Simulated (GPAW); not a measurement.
# Core-hole calculation of the N K edge in TaN (P-6m2), part 2 of 3

How does the N K edge of TaN (P-6m2) move when the bonds are compressed or stretched?

GPAW 26.7.0; X-ray absorption from dipole matrix elements to empty bands, plane-wave PAW LDA.

So far. Step 2 (Ground state of the crystal): The mesh shows no gap, so the system is treated as a metal and the core electron is put at the Fermi level (neutral cell).

## 4. Spectrum with XCH, N atom 2

The holes are 5.8 Å apart. In GPAW the data set carries the hole's charge, so charge=0 means a charged cell and charge=-1 a neutral one. The excited electron is kept in the cell, where it fills the lowest empty states and screens the hole. After the field has converged, empty bands are computed with the density fixed and the dipole matrix elements are summed.

The absorber has 6 Ta at 2.23 Å (trigonal prismatic, site symmetry -6m2).

xas.py

```python
import numpy as np
from ase import Atoms
from ase.parallel import parprint, paropen
from gpaw import GPAW, PW, FermiDirac, Mixer, MixerDif, setup_paths
from gpaw.test import gen
setup_paths.insert(0, '.')
gen('N', name='fch1s', xcname='LDA', corehole=(1, 0, 1), write_xml=True)
from gpaw.mpi import world
world.barrier()

atoms = Atoms('Ta8N8',
    cell=[[0, 0, -5.766],
     [2.938, -5.08876527, 0],
     [-2.938, -5.08876527, 0]],
    scaled_positions=[[0.75, 0, 0],
     [0.75, 0.5, 0],
     [0.25, 0, 0],
     [0.75, 0, 0.5],
     [0.25, 0.5, 0],
     [0.75, 0.5, 0.5],
     [0.25, 0, 0.5],
     [0.25, 0.5, 0.5],
     [0, 0.16666667, 0.66666667],
     [0, 0.66666667, 0.66666667],
     [0.5, 0.16666667, 0.66666667],
     [0, 0.16666667, 0.16666667],
     [0.5, 0.66666667, 0.66666667],
     [0, 0.66666667, 0.16666667],
     [0.5, 0.16666667, 0.16666667],
     [0.5, 0.66666667, 0.16666667]],
    pbc=True)
atoms.calc = calc = GPAW(legacy_gpaw=True, mode=PW(500), xc='LDA', setups={8: 'fch1s'},
    kpts={'size': (4, 4, 4), 'gamma': True}, occupations=FermiDirac(0.1),
    charge=-1, mixer=Mixer(0.1, 5, 50), maxiter=150,
    convergence={'density': 0.0001}, txt='scf.txt')
energy = atoms.get_potential_energy() + calc.get_reference_energy()
ef = calc.get_fermi_level()
out = dict(energy=energy, fermi=ef, forces=atoms.get_forces().tolist())
parprint(f'all-electron energy {energy:.4f} eV, Fermi level {ef:.4f} eV')
ev = np.array([[calc.get_eigenvalues(k, s) for k in range(len(calc.get_ibz_k_points()))] for s in range(calc.get_number_of_spins())])
out['homo'], out['lumo'], out['counts'] = ev[ev < ef].max(), ev[ev > ef].min(), sorted(set((ev < ef).sum((0, 2)).tolist()))
out['filled'] = (ev[:, 0] < ef).sum(1).tolist()

from ase.units import Ha
from gpaw.xas import dipole_matrix_elements
nb = int(calc.get_number_of_electrons() / 2) + 145
top, nb = nb, nb + 8 + nb // 12
nscf = calc.fixed_density(kpts={'size': (5, 5, 5), 'gamma': True}, nbands=nb,
    convergence={'bands': top, 'eigenstates': 1e-5}, maxiter=60, txt='nscf.txt')
cell = atoms.cell.array
ops = [cell.T @ U.T @ np.linalg.inv(cell.T) for U in nscf.wfs.kd.symmetry.op_scc]
E = np.arange(-6, 34, 0.1)
fwhm = np.interp(E, [4, 25], [0.9, 3.5])
Y, X, zero, highest = 0, 0, 1e9, 1e9
for spin in range(nscf.get_number_of_spins()):
    wfs = nscf.wfs
    A = dipole_matrix_elements(wfs.setups[8])
    eps = np.zeros((wfs.kd.nibzkpts, nb))
    d = np.zeros((3, A.shape[1], wfs.kd.nibzkpts, nb), complex)
    for kpt in wfs.kpt_u:
        if kpt.s == spin and 8 in kpt.P_ani:
            eps[kpt.k] = kpt.eps_n * Ha
            d[:, :, kpt.k] = (kpt.weight * wfs.nspins / 2) ** 0.5 * np.inner(A, kpt.P_ani[8])
    world.sum(eps)
    world.sum(d)
    T = np.einsum('amkn,bmkn->abkn', d, d.conj()).real
    T = sum(np.einsum('ai,ijkn,bj->abkn', R, T, R) for R in ops) / len(ops)
    empty = eps > ef
    zero, highest = min(zero, eps[empty].min()), min(highest, eps[:, top - 1].min())
    lines = [(eps, T, empty)] if spin == 0 else lines + [(eps, T, empty)]
for eps, T, empty in lines:
    f = np.einsum('aakn->akn', T).reshape(3, -1)
    x = eps.ravel() - zero
    w = np.interp(x, E, fwhm) / 2.35482
    g = np.exp(-0.5 * ((E[:, None] - x) / w) ** 2) / (w * (2 * np.pi) ** 0.5)
    Y = Y + (f * empty.ravel()) @ g.T
    X = X + (f * ~empty.ravel()) @ g.T
out.update(E=E.round(2).tolist(), xas=Y.tolist(), xes=X.tolist(), zero=zero, valid=highest - zero, nk=len(eps), nb=nb)
for i in range(0, len(E), 10):
    parprint(f'{E[i]:7.2f}', *(f'{v:10.3e}' for v in Y[:, i]))
import json
with paropen('out.json', 'w') as f:
    json.dump(out, f)
```

On the command line:

```bash
OMP_NUM_THREADS=1 mpirun -n 2 gpaw python xas.py
```

Numbers of over 12 decimals in the logs are rounded to 6 here.

The program printed:

```text
Input parameters:
  charge: -1
  convergence: {density: 0.0001}
  kpts: {gamma: True,
         size: (4, 4, 4)}
  maxiter: 150
  mixer: {backend: pulay,
          beta: 0.1,
          method: separate,
          nmaxold: 5,
          weight: 50}
  mode: {ecut: 500.0,
         name: pw}
  occupations: {fixmagmom: False,
                name: fermi-dirac,
                width: 0.1}
  setups: {8: fch1s}

Initialize ...

[... PAW data sets ...]

Reference energy: -3402728.811954  # eV

Spin-paired calculation

[... convergence settings ...]
Symmetries present (total): 2
  [... symmetry matrices ...]

64 k-points: 4 x 4 x 4 Monkhorst-Pack grid + [1/8,1/8,1/8]
30 k-points in the irreducible part of the Brillouin zone
       k-points in crystal coordinates                weights
   0:     0.00000000    0.00000000    0.00000000          1/64
   1:     0.00000000    0.00000000    0.25000000          2/64
   2:     0.00000000    0.00000000    0.50000000          1/64
   3:     0.00000000    0.25000000   -0.25000000          2/64
   4:     0.00000000    0.25000000    0.00000000          2/64
   5:     0.00000000    0.25000000    0.25000000          2/64
   6:     0.00000000    0.25000000    0.50000000          2/64
   7:     0.00000000    0.50000000    0.00000000          1/64
   8:     0.00000000    0.50000000    0.25000000          2/64
   9:     0.00000000    0.50000000    0.50000000          1/64
          ...
  29:     0.50000000    0.50000000    0.50000000          1/64

Wave functions: Plane wave expansion
  Cutoff energy: 500.000 eV
  Number of coefficients (min, max): 4358, 4402
  Pulay-stress correction: 0.000000 eV/Ang^3 (de/decut=0.000000)
  Using FFTW library
  Wavefunction extrapolation:
    Improved wavefunction reuse through dual PAW basis

Occupation numbers: Fermi-Dirac:
  width: 0.1000  # eV

Eigensolver
   Davidson(niter=2)

Densities:
  Coarse grid: 30*32*32 grid
  Fine grid: 60*64*64 grid
  Total Charge: 0.000000

Density mixing:
  Method: separate
  Backend: pulay
  Linear mixing parameter: 0.1
  old densities: 5
  Width of damping distribution: 1.1
  Damping of long wavelength oscillations: 50

[... Hamiltonian set-up ...]
Number of atoms: 16
Number of atomic orbitals: 136
Number of bands in calculation: 91
Number of valence electrons: 145
Bands to converge: occupied

... initialized

Initializing position-dependent things.

Density initialized from atomic densities
Creating initial wave functions:
  91 bands from LCAO basis set

              NTa
         N      N
          Ta     Ta
           N  N
            Ta Ta
         N      N
          Ta     Ta
           NTa

Atomic positions and initial magnetic moments

Positions:
   0 Ta     0.000000    0.000000   -4.324500    ( 0.0000,  0.0000,  0.0000)
   1 Ta     1.469000   -2.544383   -4.324500    ( 0.0000,  0.0000,  0.0000)
   2 Ta     0.000000    0.000000   -1.441500    ( 0.0000,  0.0000,  0.0000)
   3 Ta    -1.469000   -2.544383   -4.324500    ( 0.0000,  0.0000,  0.0000)
   4 Ta     1.469000   -2.544383   -1.441500    ( 0.0000,  0.0000,  0.0000)
   5 Ta     0.000000   -5.088765   -4.324500    ( 0.0000,  0.0000,  0.0000)
   6 Ta    -1.469000   -2.544383   -1.441500    ( 0.0000,  0.0000,  0.0000)
[...]
13 N      1.469000   -4.240638    0.000000    ( 0.0000,  0.0000,  0.0000)
  14 N      0.000000   -1.696255   -2.883000    ( 0.0000,  0.0000,  0.0000)
  15 N      1.469000   -4.240638   -2.883000    ( 0.0000,  0.0000,  0.0000)

Unit cell:
           periodic     x           y           z      points  spacing
  1. axis:    yes    0.000000    0.000000   -5.766000    30     0.1922
  2. axis:    yes    2.938000   -5.088765    0.000000    32     0.1590
  3. axis:    yes   -2.938000   -5.088765    0.000000    32     0.1590

  Lengths:   5.766000   5.876000   5.876000
  Angles:   60.000000  90.000000  90.000000

Effective grid spacing dv^(1/3) = 0.1777

iter:   1  -208.145052
iter:   2  -199.319703   -0.71  -1.04
iter:   3  -192.358197   -0.22  -1.15
iter:   4  -192.391758   -1.07  -1.42
iter:   5  -192.404887c  -1.59  -1.52
iter:   6  -192.444234c  -1.49  -1.67
iter:   7  -192.330627   -2.12  -2.32
iter:   8  -192.319169   -3.46  -2.35
iter:   9  -192.311700c  -2.54  -2.46
iter:  10  -192.305960c  -3.72  -2.93
iter:  11  -192.305685c  -3.63  -3.07
iter:  12  -192.305125c  -4.64  -3.12
iter:  13  -192.304990c  -4.64  -3.36
iter:  14  -192.304911c  -5.22  -3.67
iter:  15  -192.304912c  -5.67  -3.90
iter:  16  -192.304914c  -6.17  -4.02c
iter:  17  -192.304921c  -6.28  -4.22c
iter:  18  -192.304918c  -6.71  -4.44c
iter:  19  -192.304916c  -7.21  -4.77c
iter:  20  -192.304915c  -8.21c -4.89c

Converged after 20 iterations.

Dipole moment: (-0.077875, 5.009315, -0.000000) |e|*Ang

Energy contributions relative to reference atoms: (reference = -3402728.811954)

Kinetic:       +127.506775
Potential:     -136.844531
External:        +0.000000
XC:            -180.195436
Entropy (-ST):   -0.083760
Local:           -2.729843
SIC:             +0.000000
--------------------------
Free energy:   -192.346795
Extrapolated:  -192.304915

Showing only first 2 kpts
 Kpt  Band  Eigenvalues  Occupancy
  0    70     13.58071    1.99998
  0    71     13.80715    1.99978
  0    72     13.80718    1.99978
  0    73     15.76962    0.00005

  1    70     13.18341    2.00000
  1    71     13.23503    2.00000
  1    72     14.34011    1.95581
[...]
Fermi level: 14.71911

No gap
No difference between direct/indirect transitions

Forces in eV/Ang:
  0 Ta   -0.55729   -0.32174    0.67282
  1 Ta   -0.00000    0.00000   -0.03501
  2 Ta   -0.55729   -0.32174   -0.67282
  3 Ta    0.00000    0.64350    0.67282
  4 Ta   -0.00000    0.00000    0.03501
  5 Ta    0.55729   -0.32174    0.67282
  6 Ta    0.00000    0.64350   -0.67282
[...]
13 N    -0.00000    0.02758    0.00000
 14 N    -0.16136    0.09330    0.00000
 15 N    -0.00000   -0.18618    0.00000
Scalar-relativistic atomic LDA calculation for N (Nitrogen, Z=7)
Core hole in 1s state (1s occupation: 1.0)
300 radial gridpoints.
|------------------------------------------------|
|------------------------------------------------|
[... the atom generator's iteration count ...]

Energy contributions:
-------------------------
Kinetic:      +38.530757
XC:            -4.452581
Potential:    -72.816894
-------------------------
Total:        -38.738717

state      eigenvalue         ekin         rmax
-----------------------------------------------
1s^1.0 :   -16.643762    23.347388        0.145
2s^2.0 :    -1.332146     3.154276        0.915
2p^3.0 :    -0.925852     2.958273        0.782
-----------------------------------------------
(units: Bohr and Hartree)

Generating PAW setup
Kinetic energy of the core from tauc = 23.362075
Cutoffs:
rc(s)=1.140
rc(p)=1.000
rc(d)=1.090
rc(vbar)=1.120
rc(comp)=1.090
rc(nct)=1.140

Kinetic energy of the core states: 23.347388
Charge: 1.0
Core electrons: 1.0
Valence electrons: 5.0
Pseudo-core charge: 0.003881
Shape function alpha=8.417
Pseudo-electron charge 4.904142
state    eigenvalue         norm
--------------------------------
2s(2) :    -1.332146     1.098259
*s    :    -0.332146
2p(3) :    -0.925852     0.901248
*p    :     0.074148
*d    :     0.000000
--------------------------------

Diagonalizing with gridspacing h=0.050

state   all-electron     PAW
-------------------------------
2s:      -1.332146    -1.333594
2p:      -0.925852    -0.929974
*d:                   -0.063788
*f:                   -0.013854
-------------------------------
all-electron energy -3402921.1169 eV, Fermi level 14.7191 eV
[...]
31.00  9.668e-05  9.668e-05  9.790e-05
  32.00  9.743e-05  9.743e-05  1.003e-04
  33.00  1.079e-04  1.079e-04  1.187e-04
```

The job ended after 14 min (2 MPI ranks of Arm Neoverse V1, shared host; peak memory 0.95 GiB).

The N K spectrum, N atom 2, excited-electron core hole (neutral cell) (energy from the lowest empty level; intensity scaled to a mean of 1 over the first 20 eV; polarised curves are means over the symmetry-equivalent atoms):

```
E (eV)  isotropic  ε ⊥ c  ε ∥ c
  -2.0       0.00   0.00   0.00
  -1.0       0.00   0.00   0.00
   0.0       0.50   0.60   0.32
   1.0       1.90   2.06   1.59
   2.0       2.31   2.52   1.89
   3.0       2.38   2.31   2.53
   4.0       1.99   1.84   2.27
   5.0       1.56   1.28   2.11
   6.0       0.83   0.88   0.72
   7.0       0.44   0.31   0.71
   8.0       0.70   0.47   1.15
   9.0       0.76   0.56   1.15
  10.0       0.71   0.68   0.76
  11.0       0.97   1.07   0.77
  12.0       0.73   0.87   0.44
  13.0       0.65   0.85   0.25
  14.0       0.71   0.92   0.27
  15.0       0.58   0.63   0.46
  16.0       0.56   0.47   0.74
  17.0       0.61   0.49   0.84
  18.0       0.54   0.45   0.73
  19.0       0.41   0.34   0.55
  20.0       0.32   0.29   0.39
  21.0       0.33   0.35   0.31
  22.0       0.40   0.44   0.32
  23.0       0.45   0.49   0.35
  24.0       0.47   0.51   0.38
  25.0       0.49   0.53   0.41
  26.0       0.53   0.56   0.47
  27.0       0.62   0.64   0.56
  28.0       0.73   0.76   0.67
  29.0       0.80   0.82   0.75
  30.0       0.77   0.78   0.76
  31.0       0.72   0.72   0.73
  32.0       0.73   0.72   0.74
```

Main maxima below 24 eV (height): 2.5 eV (2.53), 8.6 eV (0.80), 11.0 eV (0.97), 13.8 eV (0.71) and 17.0 eV (0.61). A K edge sees empty p states; the first features are N p mixed into the empty d states of the Ta neighbours, and the broad ones above probably into the cations' higher empty bands.

The total-energy difference is 402.89 eV. One term is added: -7.76 eV, since the hole is spin-paired here and a spin-polarised one costs that much less in the free atom (computed apart). The photon energy is then 395.13 eV. The functional leaves an error in such absolute values: in the free atom LDA prices this hole 3.5 eV below PBE (computed apart), and PBE is itself good to a few eV.

## 5. Supercell without a hole, the energy reference

The cell changes for the next run, so it gets a reference energy of its own.

The cell differs from the one that the last finished run ended in (a 5.766 → 5.708 Å, b 5.876 → 5.817 Å, c 5.876 → 5.817 Å).

scf.py

```python
import numpy as np
from ase import Atoms
from ase.parallel import parprint, paropen
from gpaw import GPAW, PW, FermiDirac, Mixer, MixerDif, setup_paths
from gpaw.test import gen
setup_paths.insert(0, '.')
gen('N', name='nch1s', xcname='LDA', corehole=(1, 0, 0), write_xml=True)
from gpaw.mpi import world
world.barrier()

atoms = Atoms('Ta8N8',
    cell=[[0, 0, -5.70775359],
     [2.9083212, -5.03736009, 0],
     [-2.9083212, -5.03736009, 0]],
    scaled_positions=[[0.75, 0, 0],
     [0.75, 0.5, 0],
     [0.25, 0, 0],
     [0.75, 0, 0.5],
     [0.25, 0.5, 0],
     [0.75, 0.5, 0.5],
     [0.25, 0, 0.5],
     [0.25, 0.5, 0.5],
     [0, 0.16666667, 0.66666667],
     [0, 0.66666667, 0.66666667],
     [0.5, 0.16666667, 0.66666667],
     [0, 0.16666667, 0.16666667],
     [0.5, 0.66666667, 0.66666667],
     [0, 0.66666667, 0.16666667],
     [0.5, 0.16666667, 0.16666667],
     [0.5, 0.66666667, 0.16666667]],
    pbc=True)
atoms.calc = calc = GPAW(legacy_gpaw=True, mode=PW(500), xc='LDA', setups={8: 'nch1s'},
    kpts={'size': (4, 4, 4), 'gamma': True}, occupations=FermiDirac(0.1),
    charge=0, mixer=Mixer(0.1, 5, 50), maxiter=150,
    convergence={'density': 0.0001}, txt='scf.txt')
energy = atoms.get_potential_energy() + calc.get_reference_energy()
ef = calc.get_fermi_level()
out = dict(energy=energy, fermi=ef, forces=atoms.get_forces().tolist())
parprint(f'all-electron energy {energy:.4f} eV, Fermi level {ef:.4f} eV')
ev = np.array([[calc.get_eigenvalues(k, s) for k in range(len(calc.get_ibz_k_points()))] for s in range(calc.get_number_of_spins())])
out['homo'], out['lumo'], out['counts'] = ev[ev < ef].max(), ev[ev > ef].min(), sorted(set((ev < ef).sum((0, 2)).tolist()))
out['filled'] = (ev[:, 0] < ef).sum(1).tolist()
import json
with paropen('out.json', 'w') as f:
    json.dump(out, f)
```

On the command line:

```bash
OMP_NUM_THREADS=1 mpirun -n 2 gpaw python scf.py
```

The program printed:

```text
Input parameters:
  convergence: {density: 0.0001}
  kpts: {gamma: True,
         size: (4, 4, 4)}
  maxiter: 150
  mixer: {backend: pulay,
          beta: 0.1,
          method: separate,
          nmaxold: 5,
          weight: 50}
  mode: {ecut: 500.0,
         name: pw}
  occupations: {fixmagmom: False,
                name: fermi-dirac,
                width: 0.1}
  setups: {8: nch1s}

Initialize ...

[...]
2s(2) :    -0.676924     1.071713
*s    :     0.323076
2p(3) :    -0.265967     0.952074
*p    :     0.734033
*d    :     0.000000
--------------------------------

Diagonalizing with gridspacing h=0.050

state   all-electron     PAW
-------------------------------
2s:      -0.676924    -0.677975
2p:      -0.265967    -0.268121
*d:                    0.048644
*f:                    0.076426
-------------------------------
all-electron energy -3403324.2048 eV, Fermi level 14.3403 eV
[key lines of the parts left out:]
Converged after 19 iterations.
Dipole moment: (-0.000010, 5.183607, -0.000000) |e|*Ang
Free energy:   -178.664704
Fermi level: 14.34034
```

Run time: 4 min. Hardware: 2 MPI ranks; peak memory 0.44 GiB.

Reference energy: -3403324.205 eV with the cores included.

## 6. Spectrum with XCH, N atom 2

Shorter bonds are expected to push antibonding states and scattering resonances up, and longer ones down; the cell is scaled to test that.

Changed against the first core-hole run: volume scale from 1 to 0.97.

Changes to xas.py since step 4:

```diff
@@ -11,5 +11,5 @@
 atoms = Atoms('Ta8N8',
-    cell=[[0, 0, -5.766],
-     [2.938, -5.08876527, 0],
-     [-2.938, -5.08876527, 0]],
+    cell=[[0, 0, -5.70775359],
+     [2.9083212, -5.03736009, 0],
+     [-2.9083212, -5.03736009, 0]],
     scaled_positions=[[0.75, 0, 0],
@@ -45,3 +45,3 @@
 from gpaw.xas import dipole_matrix_elements
-nb = int(calc.get_number_of_electrons() / 2) + 145
+nb = int(calc.get_number_of_electrons() / 2) + 142
 top, nb = nb, nb + 8 + nb // 12
```

On the command line:

```bash
OMP_NUM_THREADS=1 mpirun -n 2 gpaw python xas.py
```

The program printed:

```text
Input parameters:
  charge: -1
  convergence: {density: 0.0001}
  kpts: {gamma: True,
         size: (4, 4, 4)}
  maxiter: 150
  mixer: {backend: pulay,
          beta: 0.1,
          method: separate,
          nmaxold: 5,
          weight: 50}
  mode: {ecut: 500.0,
         name: pw}
  occupations: {fixmagmom: False,
                name: fermi-dirac,
                width: 0.1}
  setups: {8: fch1s}

Initialize ...

[...]
*p    :     0.074148
*d    :     0.000000
--------------------------------

Diagonalizing with gridspacing h=0.050

state   all-electron     PAW
-------------------------------
2s:      -1.332146    -1.333594
2p:      -0.925852    -0.929974
*d:                   -0.063788
*f:                   -0.013854
-------------------------------
all-electron energy -3402921.2879 eV, Fermi level 15.2563 eV
[...]
32.00  9.363e-05  9.364e-05  9.463e-05
  33.00  9.836e-05  9.837e-05  1.016e-04
[key lines of the parts left out:]
Converged after 19 iterations.
Dipole moment: (-0.076011, 5.137130, -0.000000) |e|*Ang
Free energy:   -192.516177
Fermi level: 15.25629
```

It took 14 min on 2 MPI ranks; peak memory 0.91 GiB; 28 min of CPU time.

```
E (eV)  first run  this run
  -2.0       0.00      0.00
  -1.0       0.00      0.00
   0.0       0.50      0.54
   1.0       1.90      1.85
   2.0       2.31      2.19
   3.0       2.38      2.34
   4.0       1.99      2.02
   5.0       1.56      1.59
   6.0       0.83      0.97
   7.0       0.44      0.43
   8.0       0.70      0.60
   9.0       0.76      0.78
  10.0       0.71      0.67
  11.0       0.97      0.95
  12.0       0.73      0.83
  13.0       0.65      0.63
  14.0       0.71      0.70
  15.0       0.58      0.60
  16.0       0.56      0.52
  17.0       0.61      0.59
  18.0       0.54      0.58
  19.0       0.41      0.47
  20.0       0.32      0.36
  21.0       0.33      0.33
  22.0       0.40      0.38
  23.0       0.45      0.43
  24.0       0.47      0.45
  25.0       0.49      0.47
  26.0       0.53      0.50
  27.0       0.62      0.56
  28.0       0.73      0.66
  29.0       0.80      0.76
  30.0       0.77      0.79
  31.0       0.72      0.74
  32.0       0.73      0.69
```

The scaled spectrum changes by 5 % r.m.s. The highest intensity below 16 eV goes from 2.5 eV (2.53) to 2.6 eV (2.44).

The photon energy of the zero moves by +0.03 eV.

(Part 2 of 3 ends here.)

[Banner, clock and machine lines of the logs are left out without a mark of their own.]

[Logs are printed without paths, hosts, clocks, repeated set-up lines and the standing remarks that a program may print on its own settings, such as how far it seeks lower states.]

[Hosts, paths, dates, database ids (printed as entryN), source tags and the programs' standing remarks are cut or masked in the printed files.]

[Lists of maxima count a maximum above −3 eV only where it reaches 4 % of the highest in the window and stands out from its surroundings by 2 % of it (1.5 % where it reaches 55 %); shoulders and weaker maxima are passed over, and of the rest the first, up to two pre-edge ones and the few strongest are named.]
